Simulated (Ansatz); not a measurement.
# NaB (Fm-3m): a soft mode frozen in

Wanted: the energy along a soft mode of NaB (Fm-3m) and the structure at the end.

Program: Ansatz 0.2.0. Level of theory: DFT PBEsol, scalar-relativistic, plane waves, PAW; PAW set soft_1. Results are calculated unless marked as measured.

This is a report of a sequence of runs, with most program output left out.

## (1) The structure

The structure is cubic, space group Fm-3m (No. 225). The conventional cell has a = 5.302 Å, b = 5.302 Å, c = 5.302 Å, α = 90.00°, β = 90.00°, γ = 90.00°. Na has 6 B at 2.65 Å nearest. Nearest to B lie 6 Na at 2.65 Å. Farther neighbours are not listed.

## (2) Phonons on a q mesh

The cell comes from relaxations at this level that are not shown. Stability and thermal properties need the whole zone. Linear response on a 4×4×4 q mesh gives force constants as far as a supercell of that size would.

input.yaml reads:

```yaml
crystal:
  lattice:
    - [0.0, 2.6511930787, 2.6511930787]
    - [2.6511930787, 0.0, 2.6511930787]
    - [2.6511930787, 2.6511930787, 0.0]
  atoms:
    - { symbol: Na, position: [0.0, 0.0, 0.0] }
    - { symbol: B, position: [0.5, 0.5, 0.5] }
kpoints:
  mp_grid: { grid: [16, 16, 16] }
hamiltonian:
  xc: pbesol
  pseudopotentials: { kind: paw, azcp: { folder: soft_1 }, xc_functional: pbe }
scf:
  occupations: { method: methfessel_paxton, width: 0.2 }
output:
  eigenvalues: true
phonons:
  method: dfpt
  qmesh: [4, 4, 4]
  temperatures: { t_max: 1000, t_step: 50 }
  qpath:
    path:
      - [[0.0, 0.0, 0.0], [0.5, 0.0, 0.5], [0.625, 0.25, 0.625]]
      - [[0.375, 0.375, 0.75], [0.0, 0.0, 0.0], [0.5, 0.5, 0.5], [0.5, 0.25, 0.75], [0.5, 0.0, 0.5]]
    npoints: 10
```

The run is started by

```
ansatz run input.yaml --threads 4 --pin off --max-ram 10240MiB --backend cpu --events-out ev --progress --plain --runs-dir out
```

Wall time 3.8 min (4 threads of Arm Neoverse V2, shared host); peak memory 3.2 GiB; 15 min of CPU time.

Numbers from this step:

- volume per atom: 18.63 Å³
- gap on the k-mesh: 0 eV
- sum-rule residual before enforcement: 2.96e-5 eV/Å²
- lowest frequency on the path: -209.7 cm⁻¹
- point group: m-3m
- highest frequency on the path or at a solved wavevector: 306.5 cm⁻¹
- highest optical mode at the zone centre (no LO-TO term): 306.5 cm⁻¹
- lowest optical zone-centre mode: 306.5 cm⁻¹
- lowest mode on the q mesh (acoustic modes at Γ apart): -209.7 cm⁻¹

Frequencies (cm⁻¹) solved at each irreducible wavevector; negative means imaginary. Frequencies by wavevector, by row:

```
q in reciprocal lattice units  star  mode 1  mode 2  mode 3  mode 4  mode 5  mode 6
                        0 0 0     1       0       0       0   306.5   306.5   306.5
                     0 0 0.25     8    65.9   109.7   109.7   265.2   283.5   283.5
                     0 0 -0.5     4   -39.2   182.3   182.3   198.9   236.9   236.9
                  0 0.25 0.25     6   -77.8   -77.8   183.1   216.2   302.6   302.6
                  0 0.25 -0.5    24  -147.7    53.9    55.7   252.1   278.9     281
                 0 0.25 -0.25    12  -113.8   145.4   181.1   193.7   240.8   300.3
                  0 -0.5 -0.5     3  -209.7  -133.5  -133.5   282.6   304.2   304.2
              0.25 -0.5 -0.25     6  -174.6  -174.6     187   207.9   288.4   288.4
```

Interpolated from a 4×4×4 q mesh. The phonon branches at the labelled points (cm⁻¹):

```
    point  branch 1  branch 2  branch 3  branch 4  branch 5  branch 6
        Γ         0         0         0       306       306       306
  halfway       -78       -78       183       216       303       303
        X      -210      -134      -134       283       304       304
  halfway      -204      -124      -115       283       293       298
        U      -186       -89        -8       264       281       286
jump to K      -186       -89        -8       264       281       286
  halfway       -80       135       163       229       259       304
        Γ         0         0         0       306       306       306
  halfway        66       110       110       265       284       284
        L       -39       182       182       199       237       237
  halfway      -139        38       188       195       268       278
        W      -175      -175       187       208       288       288
  halfway      -200      -147       -26       277       284       298
        X      -210      -134      -134       283       304       304
```

Symmetry leaves 8 wavevectors to solve. The lowest mode among them, the acoustic zeros apart, lies at q = (0, -0.5, -0.5) and is imaginary, 209.7i cm⁻¹, so the energy falls along it.

## (3) The mode frozen in, largest atomic shift 0 Å

The mode followed lies at q = (0, -0.5, -0.5) with frequency 209.7i cm⁻¹, the softest among the wavevectors solved. At small amplitude the distorted cell has space group no. 129 by a symmetry search on the positions. The undistorted cell that holds it gives the zero of energy on the same k mesh.

System of this step: NaB. Symmetry: Fm-3m, No. 225, cubic system. The conventional cell has a = 5.302 Å, b = 5.302 Å, c = 5.302 Å, α = 90.00°, β = 90.00°, γ = 90.00°. Nearest to Na lie 6 B at 2.65 Å. B has 6 Na at 2.65 Å nearest. Farther neighbours are not listed.

input.yaml, the sections that differ from step 2:

```yaml
crystal:
  lattice:
    - [0.0, -2.6511930787, -2.6511930787]
    - [0.0, 2.6511930787, -2.6511930787]
    - [5.3023861574, 0.0, 0.0]
  atoms:
    - { symbol: Na, position: [0.5, 0.5, 0.5] }
    - { symbol: Na, position: [0.0, 0.0, 0.0] }
    - { symbol: B, position: [0.5, 0.5, 0.0] }
    - { symbol: B, position: [0.0, 0.0, 0.5] }
kpoints:
  mp_grid: { grid: [12, 12, 8] }
output:
  forces: true
  stress: true
  eigenvalues: true
# hamiltonian, scf: as in step 2
# phonons: removed
```

It took 2.4 s on 4 threads; peak memory 0.44 GiB; 8.9 s of CPU time.

Numbers from this step:

* pressure: -0.01707 GPa
* energy from the undistorted cell: 0 meV/atom

The run ends at a pressure of -0.02 GPa.

## (4) The mode frozen in, largest atomic shift 0.6 Å

The atoms are moved along the unstable eigenvector, the largest shift by 0.6 Å, with the cell fixed.

input.yaml, the sections that differ from step 3:

```yaml
crystal:
  lattice:
    - [0.0, -2.6511930787, -2.6511930787]
    - [0.0, 2.6511930787, -2.6511930787]
    - [5.3023861574, 0.0, 0.0]
  atoms:
    - { symbol: Na, position: [0.5, 0.5, 0.552102138] }
    - { symbol: Na, position: [0.0, 0.0, -0.052102138] }
    - { symbol: B, position: [0.5, 0.5, 0.113156602] }
    - { symbol: B, position: [0.0, 0.0, 0.386843398] }
# kpoints, hamiltonian, scf, output: as in step 3
```

The job ended after 1.9 s (4 threads; peak memory 0.41 GiB; 7.1 s of CPU time).

Numbers from this step:

| Quantity | Value |
| --- | --- |
| pressure | -2.415 GPa |
| energy from the undistorted cell | -113.4 meV/atom |

The energy, extrapolated to zero smearing, is -113.44 meV/atom against the undistorted cell.

The run ends at a pressure of -2.41 GPa, with forces up to 0.90 eV/Å.

## (5) Energy along the mode, all amplitudes (two of the runs are shown above)

An imaginary frequency means negative curvature, so the energy should fall and then rise again as anharmonic terms take over.

Numbers from this step:

| Item | Value |
| --- | --- |
| depth at the lowest point sampled | 113.4 meV/atom |
| largest atomic shift at that point | 0.6 Å |

The energy from the parent by largest atomic shift:

```
largest atomic shift (Å)  energy from the parent (meV/atom)
                   0.000                                  0
                   0.040                             -0.999
                   0.080                              -3.98
                   0.140                              -12.1
                   0.220                              -28.6
                   0.320                              -54.7
                   0.450                              -88.1
                   0.600                               -113
```

Displacement at unit largest shift by atom:

```
atom  x (Å)  y (Å)  z (Å)  size
 Na1   0.46   0.00   0.00  0.46
 Na2  -0.46   0.00   0.00  0.46
  B3   1.00   0.00   0.00  1.00
  B4  -1.00   0.00   0.00  1.00
```

The lowest of the steps tried is the last one, at 0.6 Å, 113 meV/atom below the parent; the bottom of the well need not coincide with a step.

## (6) Relaxation from the frozen mode

Starting from the lowest point found, all atoms and the cell are let go, so that strain and other modes of the same symmetry can join in.

Changes to input.yaml since step 4:

```diff
@@ -21 +21,6 @@
   eigenvalues: true
+relax:
+  adjacent_minimum: "off"
+  f_tol: 0.002
+  max_steps: 120
+  cell: { stress_tol: 0.03 }
```

It took 42 s on 4 threads; peak memory 0.46 GiB; 2.7 min of CPU time.

Relaxation path (22 of 23):

```
step  energy less that of the first step (eV)  largest force component (eV/Å)  pressure (GPa)  volume (Å³)
   1                                   0.0000                          0.8983           -2.41        74.54
   2                                  -0.5258                          0.2715           -3.31        68.34
   3                                  -0.9733                          0.4151           -3.69        63.11
   4                                  -1.4290                          0.4200           -2.66        58.20
   5                                  -1.9402                          0.3488            0.49        54.01
   6                                  -2.3582                          0.3591            3.23        52.38
   7                                  -2.7507                          0.3215            8.57        49.80
   8                                  -2.9870                          0.4995            8.97        50.02
   9                                  -3.1884                          0.4343            5.65        51.98
  10                                  -3.3130                          0.1990            2.61        53.56
  11                                  -3.3330                          0.0219           -0.89        55.69
  13                                  -3.3362                          0.0093           -0.02        55.08
  14                                  -3.3363                          0.0023            0.01        55.06
  15                                  -3.3363                          0.0000            0.00        55.07
 16*                                  -3.4962                          0.0213            2.55        55.07
  17                                  -3.5598                          0.0308            1.05        57.10
  18                                  -3.5850                          0.0158            0.48        58.50
  19                                  -3.5856                          0.0016           -0.24        59.39
  20                                  -3.5859                          0.0003            0.01        59.12
 21*                                  -3.5882                          0.0003            0.05        59.12
  22                                  -3.5882                          0.0003            0.00        59.21
 23*                                  -3.5882                          0.0003            0.00        59.21
```

Relaxation steps marked * repeat the geometry before them on a plane-wave basis chosen anew for their cell, so energy and pressure can jump there. Other such steps can lie between the rows shown.

Forces are held to the 16 operations that the run works with; a distortion that breaks them can't arise in this run.

```
     cell as run  before  after   change
           a (Å)   3.749  2.728  -27.2 %
           b (Å)   3.749  2.728  -27.2 %
           c (Å)   5.302  7.956  +50.0 %
volume (Å³/atom)   18.63  14.80  -20.6 %
```

The atoms that moved most (Å, as changes of fractional coordinates times the final cell):

```
atom      dx     dy     dz  length
  B4  -0.989  0.000  0.000   0.989
  B3   0.989  0.000  0.000   0.989
 Na1   0.022  0.000  0.000   0.022
 Na2  -0.022  0.000  0.000   0.022
```

Numbers from this step:

| Property | Result |
| --- | --- |
| pressure | 0.001489 GPa |
| volume per atom | 14.80 Å³ |

The distorted start has space group P4/nmm; the relaxation ends in P4/nmm.

## (7) The new phase in its own primitive cell

The relaxed structure is symmetrised, reduced to its primitive cell and relaxed tightly, as its phonons need.

input.yaml, the sections that differ from step 6:

```yaml
crystal:
  lattice:
    - [2.7280975066, 0.0, 0.0]
    - [0.0, 2.7280975066, 0.0]
    - [0.0, 0.0, 7.956048537]
  atoms:
    - { symbol: Na, position: [0.0, 0.5, 0.3049234998] }
    - { symbol: Na, position: [0.5, 0.0, 0.6950765002] }
    - { symbol: B, position: [0.0, 0.5, 0.9874716546] }
    - { symbol: B, position: [0.5, 0.0, 0.0125283454] }
kpoints:
  mp_grid: { grid: [16, 16, 6] }
relax:
  adjacent_minimum: "off"
  f_tol: 0.001
  max_steps: 60
  cell: { stress_tol: 0.01 }
# hamiltonian, scf, output: as in step 6
```

Elapsed: 12 s, on 4 threads; peak memory 0.45 GiB; 45 s of CPU time.

Step by step:

```
step  energy less that of the first step (eV)  largest force component (eV/Å)  pressure (GPa)  volume (Å³)
   1                                   0.0000                          0.0356            0.25        59.21
   2                                  -0.0003                          0.0269            0.13        59.17
   3                                  -0.0005                          0.0065            0.04        59.36
   4                                  -0.0006                          0.0030            0.01        59.38
   5                                  -0.0006                          0.0000            0.00        59.41
  6*                                  -0.0006                          0.0000            0.00        59.41
```

Relaxation steps marked * repeat the geometry before them on a plane-wave basis chosen anew for their cell, so energy and pressure can jump there.

The run keeps the 16 symmetry operations that it works with, so distortions that break them were not tested.

```
conventional cell, symmetrised  before  after  change
                         a (Å)   2.728  2.735  +0.2 %
                         b (Å)   2.728  2.735  +0.2 %
                         c (Å)   7.956  7.944  -0.2 %
              volume (Å³/atom)   14.80  14.85  +0.3 %
```

Final coordinates:

```cif
data_structure
_symmetry_space_group_name_H-M 'P 1'
_symmetry_Int_Tables_number 1
_cell_length_a 2.7348
_cell_length_b 2.7348
_cell_length_c 7.9437
_cell_angle_alpha 90.000
_cell_angle_beta 90.000
_cell_angle_gamma 90.000
_cell_volume 59.41
loop_
_atom_site_label
_atom_site_type_symbol
_atom_site_fract_x
_atom_site_fract_y
_atom_site_fract_z
_atom_site_occupancy
Na1 Na 0.00000 0.50000 0.30554 1
Na2 Na 0.50000 0.00000 0.69446 1
B3 B 0.00000 0.50000 0.98802 1
B4 B 0.50000 0.00000 0.01198 1
```

This step gave:

```yaml
pressure: 2.27e-4 GPa
volume_per_atom: 14.85 Å³
```

The largest force component left is 0.034 meV/Å and the pressure is 0.000 GPa, within the tolerances set. The cell now holds 14.85 Å³/atom.

## (8) Modes of the new phase, k-mesh 16×16×6

A relaxed structure may still be a saddle point, so its zone-centre modes are computed. No field response is asked, since the mesh shows no gap.

input.yaml, the sections that differ from step 7:

```yaml
crystal:
  lattice:
    - [2.734755681, 0.0, 0.0]
    - [0.0, 2.734755681, 0.0]
    - [0.0, 0.0, 7.9436600925]
  atoms:
    - { symbol: Na, position: [0.0, 0.5, 0.3055396899] }
    - { symbol: Na, position: [0.5, 0.0, 0.6944603101] }
    - { symbol: B, position: [0.0, 0.5, 0.9880245964] }
    - { symbol: B, position: [0.5, 0.0, 0.0119754036] }
output:
  eigenvalues: true
phonons:
  method: dfpt
# kpoints, hamiltonian, scf: as in step 7
# relax: removed
```

Elapsed: 26 s, on 4 threads; peak memory 1.1 GiB.

This step gave:

* sum-rule residual before enforcement: 1.23e-5 eV/Å²
* point group: 4/mmm
* highest optical mode at the zone centre (no LO-TO term): 484.5 cm⁻¹
* lowest optical zone-centre mode: -188.6 cm⁻¹

Patterns of degenerate modes are one choice out of their space. Modes at Γ, with each element's share of the kinetic energy (negative means imaginary):

```
mode  frequency (cm⁻¹)  symmetry  Na %  B %
   1            -188.6        Eg     4   96
   2            -188.6        Eg     4   96
   3              -9.3        Eu    32   68
   4              -9.3        Eu    32   68
   5               0.0  acoustic    68   32
   6               0.0  acoustic    68   32
   7               0.0  acoustic    68   32
   8              53.8        Eg    96    4
   9              53.8        Eg    96    4
  10             202.2       A1g    97    3
  11             304.2       A2u    32   68
  12             484.5       A1g     3   97
```

Displacements in mode 2 (-188.6 cm⁻¹), the largest set to 1:
```
Na1  0.00 -0.14  0.00
Na2  0.00  0.14  0.00
B3   0.03  1.00  0.00
B4  -0.03 -1.00  0.00
```

Displacements in mode 11 (304.2 cm⁻¹), the largest set to 1:
```
Na1  0.00  0.00 -0.47
Na2  0.00  0.00 -0.47
B3   0.00  0.00  1.00
B4   0.00  0.00  1.00
```

Before it was imposed, the acoustic sum rule was missed by 1.2e-5 eV/Å². Small misses are needed for a sound result but don't prove that mesh and cutoff are converged. The lowest optical mode is imaginary, 188.6i cm⁻¹, so the energy falls along it.

## (9) Summary of results

```yaml
unstable_mode_of_the_parent: q = (0, -0.5, -0.5), 210i cm⁻¹
depth_at_the_lowest_point_sampled: 113 meV/atom
largest_atomic_shift_at_that_point: 0.6 Å
space_group_reached_within_0p01_a: P4/nmm
energy_gained_over_the_parent_first_relaxation_on_the_mesh_of_the_frozen_mode: 1010 meV/atom
volume_per_atom_phase_reached: 14.9 Å³
lowest_optical_zone_centre_mode_phase_reached: -189 cm⁻¹
highest_optical_mode_at_the_zone_centre_no_lo_to_term_phase_reached: 485 cm⁻¹
```

**Reading.** Along this mode the structure falls into P4/nmm, 1010 meV/atom below the parent. At the parent's cell the well is 113.4 meV/atom deep on the steps tried, with its lowest point at a shift of 0.6 Å. That is the last step tried, so the steps alone don't bracket the bottom of the well. Relaxing atoms and cell changes the gain by +896.54 meV/atom against the lowest step (energies at zero smearing). Most of the total comes from this relaxation. The new phase still has an imaginary mode at the zone centre of its cell, so it is a saddle point on the way to a lower structure. Of the 4 patterns followed to their end from this parent, this one ends 553 meV/atom above the lowest, Ibam. Each path keeps the symmetry of its pattern, so a lower phase may lie along a pattern not tried. With no gap, or one that is small against the smearing, the frequencies hang on the k mesh and the smearing, most of all near Kohn anomalies. The PAW files were made for PBE and serve the other functionals too. A phonon run warned that its eigensolver left some bands unconverged in a pass.

[Logs are printed without paths, hosts, clocks, repeated set-up lines and the standing remarks that a program may print on its own settings, such as how far it seeks lower states.]

[Hosts, paths, dates, database ids (printed as entryN), source tags and the programs' standing remarks are cut or masked in the printed files.]
